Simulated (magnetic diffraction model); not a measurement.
# Moment size from magnetic intensity in Y₂Mg₆Mn₆InSn₁₁

Space group P-6m2 (no. 187), a = 5.6530 Å, c = 18.7960 Å.

```csv
site,atom,x,y,z
1e,Sn,2/3,1/3,0
1f,Sn,2/3,1/3,1/2
1a,Sn,0,0,0
2h,Sn,1/3,2/3,0.9173
2h,Sn,1/3,2/3,0.4181
2i,Sn,2/3,1/3,0.2486
2g,Sn,0,0,0.7515
1b,In,0,0,1/2
2h,Y,1/3,2/3,0.2539
6n,Mn,0.8341,0.6682,0.3730
6n,Mg,0.8224,0.6447,0.8731
```

The compound is invented for this exercise: a known structure type with other elements, its cell scaled to their sizes and not relaxed.

Only Mn is taken to order (form factors of Mn2+); orders and moment sizes are assumed, and not adapted to the symmetry. Radiation: neutrons of λ = 1.594 Å, 3° to 40°; isotropic B of 0.12 Å² (Sn), 0.12 Å² (In), 0.14 Å² (Y), 0.12 Å² (Mn) and 0.14 Å² (Mg). Simulated constant-wavelength pattern: nuclear and magnetic terms add, the magnetic one as |2.695 fm × Σ f S⊥ exp(2πi Q·r) exp(−B s²)|², summed over all Q at one angle with the factor 1/(sin²θ cos θ). For collinear order S is the moment m, which repeats by lattice and centring translations R with the sign exp(−2πi k·R). Free-ion form factors, Sears's scattering lengths of 1992, no absorption; a label names one of the reflections at its angle. The strongest nuclear line in the range is 100, and lines under 0.2 are left out.

In a first state the assumed order is k = (0 0 0), collinear moments along [001], 3.14 μB on Mn; signs + at (0.8341, 0.6682, 0.3730), + at (0.8341, 0.1659, 0.3730), + at (0.3318, 0.1659, 0.3730), + at (0.8341, 0.6682, 0.6270), + at (0.8341, 0.1659, 0.6270), + at (0.3318, 0.1659, 0.6270), with this pattern:

| 2θ (°) | index | nuclear | magnetic |
| --- | --- | --- | --- |
| 4.86 | (0 0 1) | 100.0 | 0.0 |
| 9.73 | (0 0 2) | 0.4 | 0.0 |
| 14.62 | (0 0 3) | 9.8 | 0.0 |
| 18.74 | (1 0 0) | 2.5 | 2.9 |
| 19.37 | (1 0 1) | 4.9 | 2.5 |
| 19.53 | (0 0 4) | 6.7 | 0.0 |
| 23.85 | (1 0 3) | 3.2 | 1.1 |
| 24.48 | (0 0 5) | 3.1 | 0.0 |
| 27.20 | (1 0 4) | 3.6 | 1.1 |
| 29.48 | (0 0 6) | 3.1 | 0.0 |
| 31.01 | (1 0 5) | 0.8 | 0.2 |
| 32.76 | (1 1 0) | 31.6 | 0.6 |
| 33.13 | (1 1 1) | 0.9 | 0.6 |
| 34.53 | (0 0 7) | 2.7 | 0.0 |
| 35.16 | (1 0 6) | 11.8 | 0.0 |
| 36.04 | (1 1 3) | 1.7 | 0.4 |
(The table stops after 16 lines; 5 more lie at higher angle.)

**Question.** Nearer the ordering temperature the line at 38.00° has total intensity 2.5 on the same scale, and all moments have shrunk alike. How large is the Mn moment?

The nuclear part, 2.2, stays, so the magnetic part is 0.3 against 3.6. It goes as m², so m = 3.14 × √(0.3/3.6) = 0.91 μB; the value used was 0.94 μB.

[Logs are printed without paths, hosts, clocks, repeated set-up lines and the standing remarks that a program may print on its own settings, such as how far it seeks lower states.]
